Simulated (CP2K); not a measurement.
The C K edge of 2-vinyloxazole was computed by TDDFT (CP2K XAS_TDP, aug-cc-pVDZ, TDA) at these levels: PBE0, PBEh(45%) and PBEh(45%) + GW2X. The first three lines of C1 (bonded to C and 2 H) with a strength over 0.0015, energy in eV and strength:

```csv
run,first,second,third
1,286.31 (0.050),290.42 (0.008),291.09 (0.014)
2,274.85 (0.039),277.91 (0.004),278.50 (0.003)
3,280.36 (0.051),284.48 (0.008),285.15 (0.014)
```

Q: Which run is which?

Run 1: PBEh(45%) + GW2X (45 % exact exchange). Run 2: PBE0 (25 % exact exchange). Run 3: PBEh(45%) (45 % exact exchange). Self-interaction lifts the core level, so the uncorrected lines rise with the share of exact exchange. The GW2X run keeps the spacings of its parent: 4.11 eV between the first two lines in run 1, 4.12 eV in run 3. Its shift is +5.95 eV, since the Kohn–Sham level at this share of exchange lies that far above the quasiparticle level.

[Banner, clock and machine lines of the logs are left out without a mark of their own.]

[Logs are printed without paths, hosts, clocks, repeated set-up lines and the standing remarks that a program may print on its own settings, such as how far it seeks lower states.]

[Hosts, paths, dates, database ids (printed as entryN), source tags and the programs' standing remarks are cut or masked in the printed files.]
